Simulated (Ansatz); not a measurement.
# CsZnH3 (model cell, started as cubic perovskite with Zn in the octahedra): a soft mode frozen in, part 2 of 3

Which phase does CsZnH3 (model cell, started as cubic perovskite with Zn in the octahedra) fall into along its unstable mode, and how much energy does it gain?

Ansatz 0.2.0; DFT r2SCAN, scalar-relativistic, plane waves, PAW; PAW set soft_1.

So far, highest frequency on the path or at a solved wavevector (cm⁻¹): step 2 (response at finite wavevector) 975. Also lowest frequency on the path (cm⁻¹): step 2 -1196.

The structure was built from a prototype and need not be the compound's stable phase.

## Step 4: The mode frozen in, largest atomic shift 0.45 Å

The atoms are moved along the unstable eigenvector, the largest shift by 0.45 Å, with the cell fixed.

File input.yaml:

```yaml
crystal:
  lattice:
    - [-4.0907575584, 0.0, 0.0]
    - [0.0, -4.0907575584, -4.0907575584]
    - [0.0, -4.0907575584, 4.0907575584]
  atoms:
    - { symbol: Cs, position: [0.0, 0.5, 0.5] }
    - { symbol: Cs, position: [0.0, 0.0, 0.0] }
    - { symbol: Zn, position: [0.5, 0.0, 0.5] }
    - { symbol: Zn, position: [0.5, 0.5, 0.0] }
    - { symbol: H, position: [0.5, 0.1949979627, 0.3050020373] }
    - { symbol: H, position: [0.5, 0.8050020373, 0.6949979627] }
    - { symbol: H, position: [0.5, 0.3050020373, 0.8050020373] }
    - { symbol: H, position: [0.5, 0.6949979627, 0.1949979627] }
    - { symbol: H, position: [0.0, 0.0, 0.5] }
    - { symbol: H, position: [0.0, 0.5, 0.0] }
kpoints:
  mp_grid: { grid: [10, 6, 6] }
hamiltonian:
  xc: r2scan
  pseudopotentials: { kind: paw, azcp: { folder: soft_1 } }
scf:
  occupations: { method: methfessel_paxton, width: 0.2 }
output:
  forces: true
  stress: true
  eigenvalues: true
```

Started as:

```console
$ ansatz run input.yaml --threads 4 --pin off --max-ram 16384MiB --backend cpu --events-out ev --progress --plain --runs-dir out
```

Numbers of over 12 decimals in the logs are rounded to 6 here.

What it wrote:

```text
[...]
Crystal: 10 atoms, lattice volume = 136.912 Å³
Basis set: ecut = 500 eV, 3483 PW (Γ), exchange–correlation on 120×180×180 points (64 copies of the dense FFT grid, shifted against one another)
Bands: 34, of which v1, the nominal top of the filled ones, is band 24 counted from 1 (23 counted from 0)
Symmetry: 16 space group operations
[...]
k-points: 60 of 360
[...]
k-point 0: bands = [... 20 lower, 3.5737, 3.5737, 5.7938, 6.1348, 10.0391, 10.0677, 10.8899, 10.8899, ... 3 higher]
  k-point 1: bands = [... 20 lower, 3.4398, 3.5888, 5.8425, 6.0721, 10.0411, 10.2737, 10.4050, 10.9814, ... 3 higher]
  k-point 2: bands = [... 20 lower, 3.2709, 3.5752, 5.8898, 5.9300, 9.7801, 10.0243, 10.6379, 10.6403, ... 3 higher]
  k-point 59: bands = [... 20 lower, 3.5498, 3.5498, 4.2534, 4.2534, 10.1695, 10.1695, 11.0394, 11.0394, ... 3 higher]
[key lines of the parts left out:]
SCF converged after 9 iterations
Free energy (F): -18119.704770 eV
Fermi energy:    7.178306 eV
P = ⅓ Tr σ = 4.6014 GPa (46.014 kbar)
```

Elapsed: 13 s, on 4 threads of Arm Neoverse V1, shared host; peak memory 0.85 GiB.

Numbers from this step:

```
pressure                         : 4.601 GPa
gap on the k-mesh                : 1.341 eV
energy from the undistorted cell : -63.06 meV/atom
```

The energy, extrapolated to zero smearing, is -63.06 meV/atom against the undistorted cell.

The run ends at a pressure of 4.60 GPa, with forces up to 0.23 eV/Å.

## Step 5: Energy along the mode, all amplitudes (two of the runs are shown above)

An imaginary frequency means negative curvature, so the energy should fall and then rise again as anharmonic terms take over.

This step gave:

| Quantity | Value |
| --- | --- |
| depth at the lowest point sampled | 63.06 meV/atom |
| largest atomic shift at that point | 0.45 Å |

Energy from the parent against largest atomic shift:

```
largest atomic shift (Å)  energy from the parent (meV/atom)
                   0.000                                  0
                   0.040                              -1.69
                   0.080                              -6.31
                   0.140                              -16.9
                   0.220                              -34.4
                   0.320                              -55.1
                   0.450                              -63.1
                   0.600                             -0.879
```

Displacement at unit largest shift by atom:

```
atom  x (Å)  y (Å)  z (Å)  size
 Cs1   0.00   0.00   0.00  0.00
 Cs2   0.00   0.00   0.00  0.00
 Zn3   0.00   0.00   0.00  0.00
 Zn4   0.00   0.00   0.00  0.00
  H5   0.00   0.00   1.00  1.00
  H6   0.00   0.00  -1.00  1.00
  H7   0.00  -1.00   0.00  1.00
  H8   0.00   1.00   0.00  1.00
  H9   0.00   0.00   0.00  0.00
 H10   0.00   0.00   0.00  0.00
```

The lowest of the steps tried is at 0.45 Å, 63.1 meV/atom below the parent; the bottom of the well need not coincide with a step.

## Step 6: Relaxing from the distorted cell

Starting from the lowest point found, all atoms and the cell are let go, so that strain and other modes of the same symmetry can join in.

input.yaml: that of step 4 with these lines changed.

```diff
@@ -27 +27,10 @@
   eigenvalues: true
+  write_density: true
+  write_potential: true
+  elf: true
+  volumetric_format: npy
+relax:
+  adjacent_minimum: "off"
+  f_tol: 0.002
+  max_steps: 120
+  cell: { stress_tol: 0.03 }
```

What it wrote:

```text
[...]
Crystal: 10 atoms, lattice volume = 136.912 Å³
Basis set: ecut = 500 eV, 3483 PW (Γ), exchange–correlation on 120×180×180 points (64 copies of the dense FFT grid, shifted against one another)
Bands: 34, of which v1, the nominal top of the filled ones, is band 24 counted from 1 (23 counted from 0)
Symmetry: 16 space group operations
[...]
k-points: 60 of 360
[...]
SCF iter   1: F=—  HF=-18122.992154 eV  |F-HF|=—  |Δ(HF+E_count)|=         —  Δρ=1.10e-1  dr2=1.34e1  dr2_τ=5.13e-2  ethr=3.10e-3  ⟨swp⟩=8.3  Hψ=11775  notcnv=0
[...]
SCF iter   9: F=-18119.704770 eV  HF=-18119.704770 eV  |F-HF|=4.09e-8  |Δ(HF+E_count)|=   5.90e-8  S|Δr|=    0.00e0  Δρ=7.93e-6  dr2=5.03e-8  dr2_τ=3.91e-10  ethr=2.08e-10  ⟨swp⟩=16.7  Hψ=16424  notcnv=0
SCF 1 converged in 9 iterations: F = -18119.704770 eV  dr2 = 5.03e-8
[...]
relax step   1: F+E_penalty+E_count = -18119.70476963 eV  Δ(F+E_penalty+E_count) = +0.000e0 eV  max|allowed force component| = 2.317e-1 eV/Å  Δτ_max = 0.0000 Å  P = +4.601 GPa  Ω = 136.912 Å³  (9 SCF iters, dr2 threshold 1.00e-7 eV, accepted)
Crystal: 10 atoms, lattice volume = 154.354 Å³
Basis set: ecut = 500 eV, 3903 PW (Γ), exchange–correlation on 120×180×180 points (64 copies of the dense FFT grid, shifted against one another)
[...]
SCF iter   8: F=-18119.946154 eV  HF=-18119.946154 eV  |F-HF|=6.85e-9  |Δ(HF+E_count)|=   1.62e-7  S|Δr|=    0.00e0  Δρ=7.45e-6  dr2=6.91e-8  dr2_τ=7.40e-10  ethr=2.08e-9  ⟨swp⟩=15.0  Hψ=17020  notcnv=0
SCF 2 converged in 8 iterations: F = -18119.946154 eV  dr2 = 6.91e-8
[...]
relax step   2: F+E_penalty+E_count = -18119.94615382 eV  Δ(F+E_penalty+E_count) = -2.414e-1 eV  max|allowed force component| = 1.422e-2 eV/Å  Δτ_max = 0.0569 Å  P = +0.451 GPa  Ω = 154.354 Å³  energy of the carried Pulay correction = -3.380e-3 eV  (8 SCF iters, dr2 threshold 1.00e-6 eV, accepted)
Crystal: 10 atoms, lattice volume = 156.879 Å³
Basis set: ecut = 500 eV, 3991 PW (Γ), exchange–correlation on 120×180×180 points (64 copies of the dense FFT grid, shifted against one another)
[...]
SCF iter   6: F=-18119.955027 eV  HF=-18119.955027 eV  |F-HF|=1.65e-8  |Δ(HF+E_count)|=   4.90e-7  S|Δr|=    0.00e0  Δρ=8.40e-6  dr2=1.60e-7  dr2_τ=1.76e-9  ethr=2.08e-9  ⟨swp⟩=12.1  Hψ=16442  notcnv=0
SCF 3 converged in 6 iterations: F = -18119.955027 eV  dr2 = 1.60e-7
relax step   3: F+E_penalty+E_count = -18119.95502661 eV  Δ(F+E_penalty+E_count) = -8.873e-3 eV  max|allowed force component| = 1.242e-2 eV/Å  Δτ_max = 0.0146 Å  P = +0.106 GPa  Ω = 156.879 Å³  energy of the carried Pulay correction = -3.837e-3 eV  (6 SCF iters, dr2 threshold 1.00e-6 eV, accepted)
[...]
relax step   4: F+E_penalty+E_count = -18119.95672504 eV  Δ(F+E_penalty+E_count) = -1.698e-3 eV  max|allowed force component| = 1.448e-2 eV/Å  Δτ_max = 0.0075 Å  P = -0.004 GPa  Ω = 157.841 Å³  energy of the carried Pulay correction = -4.008e-3 eV  (6 SCF iters, dr2 threshold 1.49e-7 eV, accepted)
[...]
relax step   5: F+E_penalty+E_count = -18119.95692494 eV  Δ(F+E_penalty+E_count) = -1.999e-4 eV  max|allowed force component| = 1.797e-2 eV/Å  Δτ_max = 0.0044 Å  P = -0.042 GPa  Ω = 157.488 Å³  energy of the carried Pulay correction = -3.945e-3 eV  (6 SCF iters, dr2 threshold 2.12e-8 eV, accepted)
[...]
relax step   6: F+E_penalty+E_count = -18119.95700957 eV  Δ(F+E_penalty+E_count) = -8.463e-5 eV  max|allowed force component| = 5.626e-5 eV/Å  Δτ_max = 0.0024 Å  P = +0.002 GPa  Ω = 157.522 Å³  energy of the carried Pulay correction = -3.952e-3 eV  (6 SCF iters, dr2 threshold 2.02e-8 eV, accepted)
[...]
relax step   7: F+E_penalty+E_count = -18119.96390480 eV  Δ(F+E_penalty+E_count) = -6.895e-3 eV  max|allowed force component| = 4.075e-4 eV/Å  Δτ_max = 0.0000 Å  P = +0.041 GPa  Ω = 157.522 Å³  stress off target by 4.81e-2 GPa  SCF on the basis re-selected at this cell (its energy is not comparable with the rows above)  (7 SCF iters)
[...]
relax step   8: F+E_penalty+E_count = -18119.96390291 eV  Δ(F+E_penalty+E_count) = +1.894e-6 eV  max|allowed force component| = 1.774e-4 eV/Å  Δτ_max = 0.0015 Å  P = +0.002 GPa  Ω = 157.842 Å³  energy of the carried Pulay correction = -5.319e-5 eV  (6 SCF iters, dr2 threshold 5.78e-9 eV, accepted)
[...]
SCF iter   5: F=-18119.963953 eV  HF=-18119.963953 eV  |F-HF|=1.09e-11  |Δ(HF+E_count)|=  6.91e-11  S|Δr|=    0.00e0  Δρ=6.41e-8  dr2=7.51e-12  dr2_τ=8.19e-13  ethr=1.00e-12  ⟨swp⟩=8.0  Hψ=10210  notcnv=0
SCF 9 converged in 5 iterations: F = -18119.963953 eV  dr2 = 7.51e-12
relax step   9: F+E_penalty+E_count = -18119.96395253 eV  Δ(F+E_penalty+E_count) = -4.963e-5 eV  max|allowed force component| = 1.732e-4 eV/Å  Δτ_max = 0.0000 Å  P = +0.002 GPa  Ω = 157.842 Å³  stress off target by 3.21e-3 GPa  SCF on the basis re-selected at this cell (its energy is not comparable with the rows above)  (5 SCF iters)
[...]
SCF converged after 5 iterations
[...]
Free energy (F): -18119.963953 eV
[...]
Internal energy: -18119.963953 eV  (E = F + TS)
E sigma→0 (E₀):  -18119.963953 eV
Entropy (-TS):   0.000000 eV (0.000 meV/atom)
Fermi energy:    6.007490 eV
[...]
--- Forces (eV/Å), atoms counted from 1 ---
  atom   1  Cs    -0.00000000     0.00000000    -0.00000000
  atom   2  Cs    -0.00000000    -0.00000000     0.00000000
  atom   3  Zn    -0.00000000     0.00000000     0.00000000
  atom   4  Zn    -0.00000000     0.00000000    -0.00000000
  atom   5  H     -0.00000000    -0.00000000     0.00017323
  atom   6  H      0.00000000    -0.00000000    -0.00017323
  atom   7  H     -0.00000000    -0.00017323    -0.00000000
  atom   8  H      0.00000000     0.00017323     0.00000000
  atom   9  H     -0.00000000     0.00000000     0.00000000
  atom  10  H      0.00000000     0.00000000     0.00000000
  max |Σ_I F_I| component: 1.90e-19 eV/Å
--- Stress (GPa, compression-positive) ---
       -0.000152      -0.000000      -0.000000
       -0.000000       0.003213       0.000000
       -0.000000       0.000000       0.003213
  P = ⅓ Tr σ = 0.0021 GPa (0.021 kbar)
--- Band table (eV; the first three rows and the last of 60) ---
  k-point 0: bands = [... 20 lower, 2.2226, 2.2226, 4.8151, 4.9080, 8.5858, 8.6328, 8.9737, 8.9737, ... 6 higher]
  k-point 1: bands = [... 20 lower, 2.1202, 2.2129, 4.8301, 4.8704, 8.4610, 8.5925, 8.7748, 9.3878, ... 6 higher]
  k-point 2: bands = [... 20 lower, 1.9756, 2.1551, 4.7889, 4.8197, 8.1236, 8.3310, 9.1419, 9.4742, ... 6 higher]
  k-point 59: bands = [... 20 lower, 2.1836, 2.1836, 2.7000, 2.7000, 8.7180, 8.7180, 9.1644, 9.1644, ... 6 higher]
--- Relaxed structure (7 steps of the walk, 7 accepted, 2 SCFs on fresh bases) ---
  F+E_penalty+E_count = -18119.96395253 eV   max|allowed force component| = 1.732e-4 eV/Å   (the final SCF, on the basis selected at the relaxed cell)
  cell:  # Å, volume = 157.8415 Å³
    - [-4.137498, 0, 0]
    - [0, -4.367438, -4.367438]
    - [0, -4.367438, 4.367438]
  atoms:
    - { symbol: Cs, position: [0, 0.5, 0.5] }
    - { symbol: Cs, position: [0, 0, 0] }
    - { symbol: Zn, position: [0.500000, 0.0, 0.5] }
    - { symbol: Zn, position: [0.500000, 0.5, 0.0] }
    - { symbol: H, position: [0.500000, 0.185397, 0.314603] }
    - { symbol: H, position: [0.500000, 0.814603, 0.685397] }
    - { symbol: H, position: [0.500000, 0.314603, 0.814603] }
    - { symbol: H, position: [0.500000, 0.685397, 0.185397] }
    - { symbol: H, position: [0, 0.0, 0.5] }
    - { symbol: H, position: [0, 0.5, 0.0] }
```

Wall time 2.1 min (4 threads); peak memory 1 GiB; 8 min of CPU time.

The steps of the relaxation:

```
step  energy less that of the first step (eV)  largest force component (eV/Å)  pressure (GPa)  volume (Å³)
   1                                   0.0000                          0.2317            4.60       136.91
   2                                  -0.2414                          0.0142            0.45       154.35
   3                                  -0.2503                          0.0124            0.11       156.88
   4                                  -0.2520                          0.0145            0.00       157.84
   5                                  -0.2522                          0.0180           -0.04       157.49
   6                                  -0.2522                          0.0001            0.00       157.52
  7*                                  -0.2591                          0.0004            0.04       157.52
   8                                  -0.2591                          0.0002            0.00       157.84
  9*                                  -0.2592                          0.0002            0.00       157.84
```

Relaxation steps marked * repeat the geometry before them on a plane-wave basis chosen anew for their cell, so energy and pressure can jump there.

Forces are held to the 16 operations that the run works with; a distortion that breaks them can't arise in this run.

```
     cell as run  before  after   change
           a (Å)   4.091  4.137   +1.1 %
           b (Å)   5.785  6.176   +6.8 %
           c (Å)   5.785  6.176   +6.8 %
volume (Å³/atom)   13.69  15.78  +15.3 %
```

The atoms that moved most (Å, as changes of fractional coordinates times the final cell):

```
atom     dx      dy      dz  length
  H7  0.000  -0.084   0.000   0.084
  H5  0.000   0.000   0.084   0.084
  H6  0.000   0.000  -0.084   0.084
  H8  0.000   0.084   0.000   0.084
```

This step gave:

```
pressure          : 0.002091 GPa
volume per atom   : 15.78 Å³
gap on the k-mesh : 1.427 eV
```

Electrostatic potential energy in the ac plane at fractional y = 0.500, with atoms of Cs and Zn and H within 0.2 Å of it. With pseudopotentials it is smooth inside the atoms' cores, unlike the true potential.

Ten even steps from '_' (-47 eV) to '@' (9 eV), each cell a mean:
```
++##@@@@**::______--%%@@@@##
@@@@@@@@%%++::..--**@@@@@@@@
@@@@@@@@@@%%##**##%%@@@@@@@@
@@@@@@@@@@@@@@@@@@@@@@@@@@@@
@@@@@@@@@@@@@@@@@@@@@@@@@@@@
%%%%@@@@@@@@@@@@@@@@@@@@%%%%
****##%%@@@@@@@@@@@@@@%%##**
++++++##@@@@@@@@@@@@%%##++++
++++++**%%@@@@@@@@@@##++==++
++++==++%%@@@@@@@@@@##++==++
++++++**%%@@@@@@@@@@##++==++
====++##%%@@@@@@@@@@%%**++==
++++##%%@@@@@@@@@@@@@@%%**++
##%%%%@@@@@@@@@@@@@@@@@@%%%%
@@@@@@@@@@@@@@@@@@@@@@@@@@@@
@@@@@@@@@@@@@@@@@@@@@@@@@@@@
@@@@@@@@@@@@%%##%%@@@@@@@@@@
@@@@@@@@%%**==--==##@@@@@@@@
**%%@@@@##--______==%%@@@@%%
--**@@@@++..______::##@@%%++
```
Columns run along a (4.1 Å; values clipped at the 3rd and 97th percentile), rows up along c (6.2 Å). Atoms in or near the plane, at fractional coordinates: Cs at (0.00, 0.50), Zn at (0.50, 0.00), H at (0.00, 0.00).

ELF in the ac plane at fractional y = 0.500, with atoms of Cs and Zn and H within 0.2 Å of it. It is the smooth field of the valence electrons, not physical close to the nuclei.

Ten even steps from '0' (0.01 × 1e-1) to '9' (9.96 × 1e-1), each cell a mean:
```
99721000011499
99621100011389
76311111111246
11001222221011
11000133210001
66410011100256
88762000003688
88885100027888
46887300148885
03887400158862
25887400158874
78886200037888
88873000015788
77530001001367
32100123200022
00001223210000
54211111111134
98521110111379
99721000011399
99731000001499
```
Columns run along a (4.1 Å), rows up along c (6.2 Å). Atoms in or near the plane, at fractional coordinates: Cs at (0.00, 0.50), Zn at (0.50, 0.00), H at (0.00, 0.00).

Valence density in the ac plane at fractional y = 0.500, with atoms of Cs and Zn and H within 0.2 Å of it. It is the smooth field of the valence electrons, not physical close to the nuclei.

Values in e/Å³, 20 rows by 14 columns, each cell a mean:
```
 1  1  0  0  1  2 12 18  7  1  0  0  0  1
 0  0  0  0  0  1  2  3  2  1  0  0  0  0
 0  0  0  0  0  0  0  0  0  0  0  0  0  0
 0  0  0  0  0  0  0  0  0  0  0  0  0  0
 0  0  0  0  0  0  0  0  0  0  0  0  0  0
 0  0  0  0  0  0  0  0  0  0  0  0  0  0
 1  1  0  0  0  0  0  0  0  0  0  0  1  1
 1  1  1  0  0  0  0  0  0  0  0  1  1  1
 0  1  1  1  0  0  0  0  0  0  0  1  1  1
 0  0  1  1  0  0  0  0  0  0  1  1  1  0
 0  1  1  1  0  0  0  0  0  0  0  1  1  0
 1  1  1  1  0  0  0  0  0  0  0  1  1  1
 1  1  1  0  0  0  0  0  0  0  0  0  1  1
 0  0  0  0  0  0  0  0  0  0  0  0  0  0
 0  0  0  0  0  0  0  0  0  0  0  0  0  0
 0  0  0  0  0  0  0  0  0  0  0  0  0  0
 0  0  0  0  0  0  0  0  0  0  0  0  0  0
 0  0  0  0  0  0  1  1  1  0  0  0  0  0
 1  0  0  0  0  1  8 12  5  1  0  0  0  1
 1  1  0  0  1  3 21 33 11  2  0  0  0  1
```
Columns run along a (4.1 Å), rows up along c (6.2 Å). Atoms in or near the plane, at fractional coordinates: Cs at (0.00, 0.50), Zn at (0.50, 0.00), H at (0.00, 0.00).

The distorted start has space group P4/mbm; the relaxation ends in P4/mbm.

## Step 7: The new phase in its own primitive cell

The relaxed structure is symmetrised, reduced to its primitive cell and relaxed tightly, as its phonons need.

File input.yaml:

```yaml
crystal:
  lattice:
    - [6.1764896935, 0.0, 0.0]
    - [0.0, 6.1764896935, 0.0]
    - [0.0, 0.0, 4.137498164]
  atoms:
    - { symbol: Cs, position: [0.5, 0.5, 0.0] }
    - { symbol: Cs, position: [0.0, 0.0, 0.0] }
    - { symbol: Zn, position: [0.0, 0.5, 0.5] }
    - { symbol: Zn, position: [0.5, 0.0, 0.5] }
    - { symbol: H, position: [0.1853965177, 0.3146034823, 0.5] }
    - { symbol: H, position: [0.8146034823, 0.6853965177, 0.5] }
    - { symbol: H, position: [0.3146034823, 0.8146034823, 0.5] }
    - { symbol: H, position: [0.6853965177, 0.1853965177, 0.5] }
    - { symbol: H, position: [0.0, 0.5, 0.0] }
    - { symbol: H, position: [0.5, 0.0, 0.0] }
kpoints:
  mp_grid: { grid: [4, 4, 6] }
hamiltonian:
  xc: r2scan
  pseudopotentials: { kind: paw, azcp: { folder: soft_1 } }
scf:
  occupations: { method: fixed }
output:
  forces: true
  stress: true
  eigenvalues: true
relax:
  adjacent_minimum: "off"
  f_tol: 0.001
  max_steps: 60
  cell: { stress_tol: 0.01 }
```

What it wrote:

```text
[...]
Crystal: 10 atoms, lattice volume = 157.842 Å³
Basis set: ecut = 500 eV, 4031 PW (Γ), exchange–correlation on 192×192×128 points (64 copies of the dense FFT grid, shifted against one another)
Bands: 34, of which v1, the nominal top of the filled ones, is band 24 counted from 1 (23 counted from 0)
Symmetry: 16 space group operations
[...]
k-points: 24 of 96
[...]
- { symbol: Cs, position: [0.0, 0.0, 0.0] }
    - { symbol: Zn, position: [0.0, 0.5, 0.5] }
    - { symbol: Zn, position: [0.5, 0.0, 0.5] }
    - { symbol: H, position: [0.1853965177, 0.3146034823, 0.5] }
    - { symbol: H, position: [0.8146034823, 0.685397, 0.5] }
    - { symbol: H, position: [0.3146034823, 0.8146034823, 0.5] }
    - { symbol: H, position: [0.685397, 0.1853965177, 0.5] }
    - { symbol: H, position: [0.0, 0.5, 0.0] }
    - { symbol: H, position: [0.5, 0.0, 0.0] }
[key lines of the parts left out:]
SCF converged after 6 iterations
Free energy (F): -18119.963803 eV
Fermi energy:    5.316353 eV
P = ⅓ Tr σ = 0.0034 GPa (0.034 kbar)
```

It took 15 s on 4 threads; peak memory 0.84 GiB.

Little changed from the start: no atom moved by 0.005 Å and no cell edge by 0.1 %.

This step gave:

* pressure: 0.003387 GPa
* gap on the k-mesh: 1.399 eV
* direct gap on mesh: 2.286 eV

The largest force component left is 0.24 meV/Å and the pressure is 0.003 GPa, within the tolerances set. The cell now holds 15.78 Å³/atom.

[end of part 2 of 3]

[Logs are printed without paths, hosts, clocks, repeated set-up lines and the standing remarks that a program may print on its own settings, such as how far it seeks lower states.]

[Hosts, paths, dates, database ids (printed as entryN), source tags and the programs' standing remarks are cut or masked in the printed files.]
